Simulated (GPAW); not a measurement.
**Ballistic transport through a Cu chain with two Mg atoms in line, from relaxation to T(E)**

Aim: the conductance of a Cu chain with two Mg atoms in line after relaxation, and whether geometry, basis or functional moves it most.

Program: GPAW 26.7.0. Level of theory: GPAW LCAO, PAW setups; relaxation of the junction within the symmetry of its start, lead ends held, in the first sound run; inputs show where later runs differ. Results are calculated unless marked as measured.

## 1. Starting point

The cell holds 14 atoms: 12 Cu and 2 Mg. Its edges and angles: a = 9.000 Å, b = 9.000 Å, c = 33.494 Å, α = 90.0°, β = 90.0°, γ = 90.0°. Regions: left lead, 6 atoms (6 Cu); channel, 2 atoms (2 Mg); right lead, 6 atoms (6 Cu). Vacuum lies along a and b. The structure is stacked along c, and the current runs across the ab planes.

## 2. Relaxing the atoms

Transmission follows bond lengths closely, so the atoms between the held lead ends are relaxed first, within whatever symmetry the start has.

run.py reads:

```python
import json
from ase import Atoms
from ase.constraints import FixAtoms
from ase.optimize import BFGS
from gpaw import GPAW, FermiDirac

device = Atoms(
    ['Cu', 'Cu', 'Cu', 'Cu', 'Cu', 'Cu', 'Mg', 'Mg', 'Cu', 'Cu', 'Cu', 'Cu', 'Cu', 'Cu'],
    positions=[
        [4.50000, 4.50000, 1.15000],
        [4.50000, 4.50000, 3.45000],
        [4.50000, 4.50000, 5.75000],
        [4.50000, 4.50000, 8.05000],
        [4.50000, 4.50000, 10.35000],
        [4.50000, 4.50000, 12.65000],
        [4.50000, 4.50000, 15.24690],
        [4.50000, 4.50000, 18.24690],
        [4.50000, 4.50000, 20.84380],
        [4.50000, 4.50000, 23.14380],
        [4.50000, 4.50000, 25.44380],
        [4.50000, 4.50000, 27.74380],
        [4.50000, 4.50000, 30.04380],
        [4.50000, 4.50000, 32.34380]],
    cell=[[9.0, 0.0, 0.0], [0.0, 9.0, 0.0], [0.0, 0.0, 33.4938]],
    pbc=True)

device.set_constraint(FixAtoms([0, 1, 2, 3, 4, 9, 10, 11, 12, 13]))
device.calc = GPAW(mode='lcao', basis='dzp', xc='PBE', h=0.18,
                   kpts={'size': (1, 1, 3), 'gamma': True},
                   symmetry={'tolerance': 1e-3, 'extra_ids': [1, 1, 1, 1, 1, 0, 0, 0, 0, 1, 1, 1, 1, 1]},
                   occupations=FermiDirac(0.1), maxiter=250,
                   mixer=dict(beta=0.1, nmaxold=8, weight=100.0),
                   convergence=dict(density=0.0001), txt='relax.txt')
path = []
opt = BFGS(device, maxstep=0.15)
opt.attach(lambda: path.append((device.get_potential_energy(), device.positions.tolist(), device.get_forces().tolist())))
relaxed = bool(opt.run(fmax=0.05, steps=50))
json.dump(dict(relaxed=relaxed, path=path, positions=device.positions.tolist(), moments=device.get_magnetic_moments().tolist(),
               forces=device.get_forces(apply_constraint=False).tolist()), open('result.json', 'w'))
```

Run with:

```bash
$ OMP_NUM_THREADS=1 OPENBLAS_NUM_THREADS=1 python run.py
```

The log of the run:

```text
Step          Energy          fmax
BFGS:    0      -15.303024        0.585252
BFGS:    1      -15.316718        0.507772
BFGS:    2      -15.356324        0.093530
BFGS:    3      -15.357180        0.038406
```

The job ended after 2.4 min (1 thread of Arm Neoverse V1, shared host; peak memory 1.4 GiB).

Relaxation path:

| step | energy less that of the first step (eV) | largest force (eV/Å) |
| --- | --- | --- |
| 1 | 0.0000 | 0.5853 |
| 2 | -0.0143 | 0.5078 |
| 3 | -0.0578 | 0.0935 |
| 4 | -0.0581 | 0.0384 |

The atoms that moved most (Å):

| atom | dx | dy | dz | length |
| --- | --- | --- | --- | --- |
| Cu6 | 0.000 | 0.000 | 0.059 | 0.059 |
| Cu9 | 0.000 | 0.000 | -0.059 | 0.059 |
| Mg8 | 0.000 | 0.000 | 0.042 | 0.042 |
| Mg7 | 0.000 | 0.000 | -0.042 | 0.042 |

The relaxation lowered the energy of the cell by 0.0581 eV (energies extrapolated to zero smearing; the optimiser's log prints free energies). The largest force left on a free atom is 0.038 eV/Å.

## 3. Double-zeta polarised basis

Localised orbitals split the wire into layers that couple to their neighbours alone, which is what the Green's function method needs; double zeta with polarisation is the usual level for numbers.

This step: GPAW LCAO, PAW setups; Landauer transmission from Green's functions with principal layers (ASE), zero bias (GPAW 26.7.0).

run.py reads:

```python
import json
import numpy as np
from ase import Atoms
from ase.transport.calculators import TransportCalculator
from gpaw import GPAW, FermiDirac
from gpaw.lcao.tools import get_lcao_hamiltonian
from scipy.linalg import eigh

# The junction with lead layers at both ends, along the third cell vector
device = Atoms(
    ['Cu', 'Cu', 'Cu', 'Cu', 'Cu', 'Cu', 'Mg', 'Mg', 'Cu', 'Cu', 'Cu', 'Cu', 'Cu', 'Cu'],
    positions=[
        [4.50000, 4.50000, 1.15000],
        [4.50000, 4.50000, 3.45000],
        [4.50000, 4.50000, 5.75000],
        [4.50000, 4.50000, 8.05000],
        [4.50000, 4.50000, 10.35000],
        [4.50000, 4.50000, 12.70925],
        [4.50000, 4.50000, 15.20514],
        [4.50000, 4.50000, 18.28866],
        [4.50000, 4.50000, 20.78455],
        [4.50000, 4.50000, 23.14380],
        [4.50000, 4.50000, 25.44380],
        [4.50000, 4.50000, 27.74380],
        [4.50000, 4.50000, 30.04380],
        [4.50000, 4.50000, 32.34380]],
    cell=[[9.0, 0.0, 0.0], [0.0, 9.0, 0.0], [0.0, 0.0, 33.4938]],
    pbc=True)

# One principal layer of the lead: the first 3 atoms of the device
lead = Atoms(
    ['Cu', 'Cu', 'Cu'],
    positions=[
        [4.50000, 4.50000, 1.15000],
        [4.50000, 4.50000, 3.45000],
        [4.50000, 4.50000, 5.75000]],
    cell=[[9.0, 0.0, 0.0], [0.0, 9.0, 0.0], [0.0, 0.0, 6.9]],
    pbc=True)

settings = dict(mode='lcao', basis='dzp', xc='PBE', h=0.2,
                occupations=FermiDirac(0.1), maxiter=250,
                mixer=dict(beta=0.1, nmaxold=8, weight=100.0),
                convergence=dict(density=0.0001))
energies = np.arange(-2, 2 + 1e-9, 0.025)
eta = 0.0001
n1, n2 = 1, 1
# k and -k transmit alike, so half of the mesh across the current serves
mesh = [(i, j) for i in range(n1) for j in range(n2) if (i, j) <= (-i % n1, -j % n2)]
weights = np.array([1 if (i, j) == (-i % n1, -j % n2) else 2 for i, j in mesh]) / (n1 * n2)

# [... helper functions left out ...]
fermi_lead = ground_state(lead, (1, 1, 16), 'lead.txt')
fermi_device = ground_state(device, (1, 1, 3), 'device.txt')
# [... loop over the mesh left out, but for ...]
        # Shift the lead onto the potential of the device's first layer
        shift = ((H[:, 0, 0] - H0[:, 0, 0]) / S0[0, 0]).real.mean()
# [...]
kT = 8.617333e-5 * 300
bias = [0.1, 0.2, 0.5, 1.0, 1.5, 2.0]
# [... integrals and printing left out ...]
```

The log of the run:

```text
basis functions: device 218, principal layer 45
Fermi level: lead -3.6828 eV, device -3.3774 eV; lead shifted by -0.0014 eV
largest coupling past the next layer 4.59e-05 eV, largest misfit of the first layer 0.009 eV
  E-E_F (eV)   T (one spin)  [channel counts left out]
    -2.000    9.9566e-01
    -1.975    9.9681e-01
    -1.950    9.9766e-01
    -1.925    9.9822e-01
    -1.900    9.9849e-01
    -1.875    9.9850e-01
    -1.850    9.9823e-01
    -1.825    9.9772e-01
    -1.800    9.9696e-01
    -1.775    9.9598e-01
    -1.750    9.9478e-01
    -1.725    9.9339e-01
    -1.700    9.9182e-01
    -1.675    9.9010e-01
    -1.650    9.8827e-01
    -1.625    9.8635e-01
[...]
1.825    7.2535e-01
     1.850    7.2269e-01
     1.875    7.2002e-01
     1.900    7.1733e-01
     1.925    7.1463e-01
     1.950    7.1191e-01
     1.975    7.0919e-01
     2.000    7.0645e-01
conductance at 300 K: 0.92389 G0 a cell; thermopower 0.526 uV/K
current from the zero-bias T(E) at 0.1 V: 7.1575 uA
current from the zero-bias T(E) at 0.2 V: 14.31 uA
current from the zero-bias T(E) at 0.5 V: 35.69 uA
current from the zero-bias T(E) at 1.0 V: 71.338 uA
current from the zero-bias T(E) at 1.5 V: 106.99 uA
current from the zero-bias T(E) at 2.0 V: 142.03 uA
```

The job ended after 56 s (1 thread; peak memory 1 GiB).

This step gave:

| Quantity | Value |
| --- | --- |
| conductance | 0.9239 G₀ |
| largest coupling past the next principal layer | 4.59e-5 eV |
| largest misfit of the first principal layer | 0.009388 eV |
| shift that aligns the lead | -0.001441 eV |
| basis functions of the junction | 218 |
| basis functions of a principal layer | 45 |
| transmission at the Fermi level (one spin) | 0.9242 |

One spin. The transmission, zone mean by energy, zero at the Fermi level:

| energy (eV) | transmission, zone mean |
| --- | --- |
| -2.000 | 0.996 |
| -1.800 | 0.997 |
| -1.600 | 0.984 |
| -1.400 | 0.977 |
| -1.200 | 0.946 |
| -1.000 | 0.956 |
| -0.800 | 0.996 |
| -0.775 | 0.997 |
| -0.600 | 0.980 |
| -0.400 | 0.957 |
| -0.200 | 0.929 |
| 0.000 | 0.924 |
| 0.200 | 0.907 |
| 0.400 | 0.885 |
| 0.600 | 0.860 |
| 0.800 | 0.835 |
| 1.000 | 0.811 |
| 1.200 | 0.789 |
| 1.400 | 0.769 |
| 1.600 | 0.749 |
| 1.800 | 0.728 |
| 2.000 | 0.706 |

Not self-consistent under bias; the bias window is split evenly. The current through one cell, from the zero-bias transmission by bias:

| bias (V) | current through one cell, from the zero-bias transmission (μA) |
| --- | --- |
| 0.100 | 7.16 |
| 0.200 | 14.3 |
| 0.500 | 35.7 |
| 1.000 | 71.3 |
| 1.500 | 107 |
| 2.000 | 142 |

Transmission of the three most open eigenchannels against energy, zero at the Fermi level:

| energy (eV) | channel 1 | channel 2 | channel 3 |
| --- | --- | --- | --- |
| -2.000 | 0.996 | 0 | 0 |
| -1.900 | 0.998 | 0 | 0 |
| -1.800 | 0.997 | 0 | 0 |
| -1.700 | 0.992 | 3.9e-8 | 3.9e-8 |
| -1.600 | 0.984 | 7.3e-8 | 7.3e-8 |
| -1.500 | 0.978 | 5.8e-6 | 5.8e-6 |
| -1.400 | 0.977 | 4.3e-5 | 4.3e-5 |
| -1.300 | 0.994 | 1.0e-4 | 1.0e-4 |
| -1.200 | 0.946 | 4.6e-4 | 1.3e-4 |
| -1.100 | 0.915 | 7.8e-4 | 1.1e-4 |
| -1.000 | 0.955 | 6.4e-4 | 8.6e-5 |
| -0.900 | 0.984 | 4.2e-4 | 6.4e-5 |
| -0.800 | 0.996 | 2.9e-4 | 4.8e-5 |
| -0.700 | 0.993 | 2.1e-4 | 3.7e-5 |
| -0.600 | 0.980 | 1.7e-4 | 2.7e-5 |
| -0.500 | 0.967 | 1.4e-4 | 2.2e-5 |
| -0.400 | 0.957 | 1.5e-4 | 1.9e-5 |
| -0.300 | 0.944 | 1.7e-4 | 1.8e-5 |
| -0.200 | 0.929 | 1.5e-5 | 1.5e-5 |
| -0.100 | 0.930 | 0 | 0 |
| 0.000 | 0.924 | 0 | 0 |
| 0.100 | 0.916 | 0 | 0 |
| 0.200 | 0.907 | 0 | 0 |
| 0.300 | 0.896 | 0 | 0 |
| 0.400 | 0.885 | 0 | 0 |
| 0.500 | 0.873 | 0 | 0 |
| 0.600 | 0.860 | 0 | 0 |
| 0.700 | 0.848 | 0 | 0 |
| 0.800 | 0.835 | 0 | 0 |
| 0.900 | 0.823 | 0 | 0 |
| 1.000 | 0.811 | 0 | 0 |
| 1.100 | 0.800 | 0 | 0 |
| 1.200 | 0.789 | 0 | 0 |
| 1.300 | 0.779 | 0 | 0 |
| 1.400 | 0.769 | 0 | 0 |
| 1.500 | 0.759 | 0 | 0 |
| 1.600 | 0.749 | 0 | 0 |
| 1.700 | 0.738 | 0 | 0 |
| 1.800 | 0.728 | 0 | 0 |
| 1.900 | 0.717 | 0 | 0 |
| 2.000 | 0.706 | 0 | 0 |

Couplings past the next layer reach 4.6e-5 eV, small enough to drop; the matrix elements of the cell's first layer differ from the bulk lead's by up to 0.0094 eV. That layer keeps its own values in the calculation, and only beyond it is the lead taken as perfect. The Fermi levels of lead and junction count from different zeros of potential, one for each periodic cell; with both set to zero, the small remaining shift is what aligns them. By hand: G = 0.9239 × 77.48 μS = 71.6 μS, a resistance of 14.0 kΩ; at 0.1 V a linear junction would pass 7.16 μA, and the integral over the bias window gives 7.16 μA.

## 4. Single-zeta polarised basis

One radial function a shell plus polarisation makes the matrices smaller; the question is what that costs.

Changes to run.py since step 3:

```diff
@@ -39,3 +39,3 @@
 
-settings = dict(mode='lcao', basis='dzp', xc='PBE', h=0.2,
+settings = dict(mode='lcao', basis='szp(dzp)', xc='PBE', h=0.2,
                 occupations=FermiDirac(0.1), maxiter=250,
```

The log of the run:

```text
basis functions: device 130, principal layer 27
Fermi level: lead -3.7203 eV, device -3.4139 eV; lead shifted by -0.0081 eV
largest coupling past the next layer 4.61e-05 eV, largest misfit of the first layer 0.011 eV
  E-E_F (eV)   T (one spin)  [channel counts left out]
    -2.000    9.8878e-01
    -1.975    9.8994e-01
    -1.950    9.9103e-01
    -1.925    9.9204e-01
    -1.900    9.9299e-01
    -1.875    9.9386e-01
    -1.850    9.9467e-01
    -1.825    9.9540e-01
    -1.800    9.9605e-01
    -1.775    9.9663e-01
    -1.750    9.9713e-01
    -1.725    9.9756e-01
    -1.700    9.9790e-01
    -1.675    9.9817e-01
    -1.650    9.9836e-01
    -1.625    9.9849e-01
[...]
1.825    7.9526e-01
     1.850    7.9417e-01
     1.875    7.9308e-01
     1.900    7.9199e-01
     1.925    7.9090e-01
     1.950    7.8982e-01
     1.975    7.8873e-01
     2.000    7.8765e-01
conductance at 300 K: 0.93053 G0 a cell; thermopower 0.527 uV/K
current from the zero-bias T(E) at 0.1 V: 7.2091 uA
current from the zero-bias T(E) at 0.2 V: 14.414 uA
current from the zero-bias T(E) at 0.5 V: 35.947 uA
current from the zero-bias T(E) at 1.0 V: 71.737 uA
current from the zero-bias T(E) at 1.5 V: 107.54 uA
current from the zero-bias T(E) at 2.0 V: 143.16 uA
```

Elapsed: 45 s, on 1 thread; peak memory 1 GiB.

This step gave:

```
conductance                                    : 0.9305 G₀
largest coupling past the next principal layer : 4.61e-5 eV
largest misfit of the first principal layer    : 0.01096 eV
shift that aligns the lead                     : -0.008105 eV
basis functions of the junction                : 130
basis functions of a principal layer           : 27
transmission at the Fermi level (one spin)     : 0.9308
```

One spin. Table of transmission, zone mean by energy, zero at the Fermi level:

energy (eV), transmission, zone mean and a bar from the least value:
```
   -2.000      0.989 #############################
   -1.900      0.993 #############################
   -1.800      0.996 ##############################
   -1.700      0.998 ##############################
   -1.600      0.999 ##############################
   -1.575      0.999 ##############################
   -1.500      0.998 ##############################
   -1.400      0.998 ##############################
   -1.300      0.997 ##############################
   -1.200      0.993 #############################
   -1.100      0.987 ############################
   -1.000      0.983 ############################
   -0.900      0.987 ############################
   -0.800      0.997 ##############################
   -0.700      0.991 #############################
   -0.600      0.971 ##########################
   -0.500      0.960 ########################
   -0.400      0.954 ########################
   -0.300      0.945 ######################
   -0.200      0.936 #####################
   -0.100      0.936 #####################
    0.000      0.931 ####################
    0.100      0.923 ###################
    0.200      0.914 ##################
    0.300      0.905 #################
    0.400      0.895 ###############
    0.500      0.884 ##############
    0.600      0.874 ############
    0.700      0.864 ###########
    0.800      0.855 ##########
    0.900      0.846 ########
    1.000      0.839 #######
    1.100      0.832 ######
    1.200      0.825 #####
    1.300      0.820 #####
    1.400      0.814 ####
    1.500      0.810 ###
    1.600      0.805 ##
    1.700      0.801 ##
    1.800      0.796 #
    1.900      0.792 #
    2.000      0.788
```

Not self-consistent under bias; the bias window is split evenly. Table of current through one cell, from the zero-bias transmission by bias:

| bias (V) | current through one cell, from the zero-bias transmission (μA) |
| --- | --- |
| 0.100 | 7.21 |
| 0.200 | 14.4 |
| 0.500 | 35.9 |
| 1.000 | 71.7 |
| 1.500 | 108 |
| 2.000 | 143 |

Transmission of the three most open eigenchannels against energy, zero at the Fermi level:

| energy (eV) | channel 1 | channel 2 | channel 3 |
| --- | --- | --- | --- |
| -2.000 | 0.989 | 0 | 0 |
| -1.900 | 0.993 | 0 | 0 |
| -1.800 | 0.996 | 0 | 0 |
| -1.700 | 0.998 | 4.1e-8 | 4.1e-8 |
| -1.600 | 0.999 | 2.8e-7 | 2.8e-7 |
| -1.500 | 0.998 | 8.2e-7 | 8.2e-7 |
| -1.400 | 0.998 | 1.9e-6 | 1.9e-6 |
| -1.300 | 0.997 | 2.7e-6 | 2.7e-6 |
| -1.200 | 0.992 | 0.00122 | 2.9e-6 |
| -1.100 | 0.984 | 0.00275 | 2.3e-6 |
| -1.000 | 0.980 | 0.00368 | 1.3e-6 |
| -0.900 | 0.984 | 0.00263 | 9.5e-7 |
| -0.800 | 0.996 | 0.00130 | 1.4e-6 |
| -0.700 | 0.990 | 5.1e-4 | 2.9e-6 |
| -0.600 | 0.971 | 1.5e-4 | 6.2e-6 |
| -0.500 | 0.960 | 2.7e-5 | 1.3e-5 |
| -0.400 | 0.954 | 2.6e-5 | 2.6e-5 |
| -0.300 | 0.945 | 5.0e-5 | 5.0e-5 |
| -0.200 | 0.936 | 6.8e-5 | 6.8e-5 |
| -0.100 | 0.936 | 2.8e-12 | 2.8e-12 |
| 0.000 | 0.931 | 0 | 0 |
| 0.100 | 0.923 | 0 | 0 |
| 0.200 | 0.914 | 0 | 0 |
| 0.300 | 0.905 | 0 | 0 |
| 0.400 | 0.895 | 0 | 0 |
| 0.500 | 0.884 | 0 | 0 |
| 0.600 | 0.874 | 0 | 0 |
| 0.700 | 0.864 | 0 | 0 |
| 0.800 | 0.855 | 0 | 0 |
| 0.900 | 0.846 | 0 | 0 |
| 1.000 | 0.839 | 0 | 0 |
| 1.100 | 0.832 | 0 | 0 |
| 1.200 | 0.825 | 0 | 0 |
| 1.300 | 0.820 | 0 | 0 |
| 1.400 | 0.814 | 0 | 0 |
| 1.500 | 0.810 | 0 | 0 |
| 1.600 | 0.805 | 0 | 0 |
| 1.700 | 0.801 | 0 | 0 |
| 1.800 | 0.796 | 0 | 0 |
| 1.900 | 0.792 | 0 | 0 |
| 2.000 | 0.788 | 0 | 0 |

The conductance, 0.931 G₀, lies 0.7 % above that of the dzp run.

## 5. Minimal basis

One function for each valence shell of the setup, as for a first survey of a large system.

Changes to run.py since step 4:

```diff
@@ -39,3 +39,3 @@
 
-settings = dict(mode='lcao', basis='szp(dzp)', xc='PBE', h=0.2,
+settings = dict(mode='lcao', basis='sz(dzp)', xc='PBE', h=0.2,
                 occupations=FermiDirac(0.1), maxiter=250,
```

The log of the run:

```text
basis functions: device 88, principal layer 18
Fermi level: lead -3.5183 eV, device -3.2753 eV; lead shifted by -0.0139 eV
largest coupling past the next layer 4.64e-05 eV, largest misfit of the first layer 0.018 eV
  E-E_F (eV)   T (one spin)  [channel counts left out]
    -2.000    9.7720e-01
    -1.975    9.7864e-01
    -1.950    9.8004e-01
[...]
1.975    8.2529e-01
     2.000    8.2739e-01
conductance at 300 K: 0.90601 G0 a cell; thermopower 0.8625 uV/K
current from the zero-bias T(E) at 0.1 V: 7.0197 uA
current from the zero-bias T(E) at 0.2 V: 14.039 uA
current from the zero-bias T(E) at 0.5 V: 35.084 uA
current from the zero-bias T(E) at 1.0 V: 70.022 uA
current from the zero-bias T(E) at 1.5 V: 104.83 uA
current from the zero-bias T(E) at 2.0 V: 139.87 uA
```

Wall time 36 s (1 thread); peak memory 0.96 GiB.

This step gave:

* conductance: 0.9060 G₀
* largest coupling past the next principal layer: 4.64e-5 eV
* largest misfit of the first principal layer: 0.01812 eV
* shift that aligns the lead: -0.01386 eV
* basis functions of the junction: 88
* basis functions of a principal layer: 18
* transmission at the Fermi level (one spin): 0.9060

The conductance, 0.906 G₀, lies 1.9 % below that of the dzp run.

## 6. LDA in the dzp basis: xc = "LDA"

Back in the dzp basis, the functional changes from PBE to LDA, to set the spread between functionals beside that between bases.

Changes to run.py since step 5:

```diff
@@ -39,3 +39,3 @@
 
-settings = dict(mode='lcao', basis='sz(dzp)', xc='PBE', h=0.2,
+settings = dict(mode='lcao', basis='dzp', xc='LDA', h=0.2,
                 occupations=FermiDirac(0.1), maxiter=250,
```

The log of the run:

```text
basis functions: device 218, principal layer 45
Fermi level: lead -4.0532 eV, device -3.7018 eV; lead shifted by -0.0030 eV
largest coupling past the next layer 3.59e-05 eV, largest misfit of the first layer 0.010 eV
  E-E_F (eV)   T (one spin)  [channel counts left out]
    -2.000    9.9291e-01
    -1.975    9.9474e-01
    -1.950    9.9620e-01
[...]
1.975    7.3350e-01
     2.000    7.3064e-01
conductance at 300 K: 0.93681 G0 a cell; thermopower 0.3903 uV/K
current from the zero-bias T(E) at 0.1 V: 7.2575 uA
current from the zero-bias T(E) at 0.2 V: 14.51 uA
current from the zero-bias T(E) at 0.5 V: 36.186 uA
current from the zero-bias T(E) at 1.0 V: 72.313 uA
current from the zero-bias T(E) at 1.5 V: 108.42 uA
current from the zero-bias T(E) at 2.0 V: 143.88 uA
```

Run time: 47 s. Hardware: 1 thread; peak memory 1 GiB.

Numbers from this step:

```yaml
conductance: 0.9368 G₀
largest_coupling_past_the_next_principal_layer: 3.59e-5 eV
largest_misfit_of_the_first_principal_layer: 0.01021 eV
shift_that_aligns_the_lead: -0.002999 eV
basis_functions_of_the_junction: 218
basis_functions_of_a_principal_layer: 45
transmission_at_the_fermi_level_one_spin: 0.9371
```

The conductance, 0.937 G₀, lies 1.4 % above that of the dzp run.

(Continued in part 2 of 2.)

[Logs are printed without paths, hosts, clocks, repeated set-up lines and the standing remarks that a program may print on its own settings, such as how far it seeks lower states.]

[Hosts, paths, dates, database ids (printed as entryN), source tags and the programs' standing remarks are cut or masked in the printed files.]
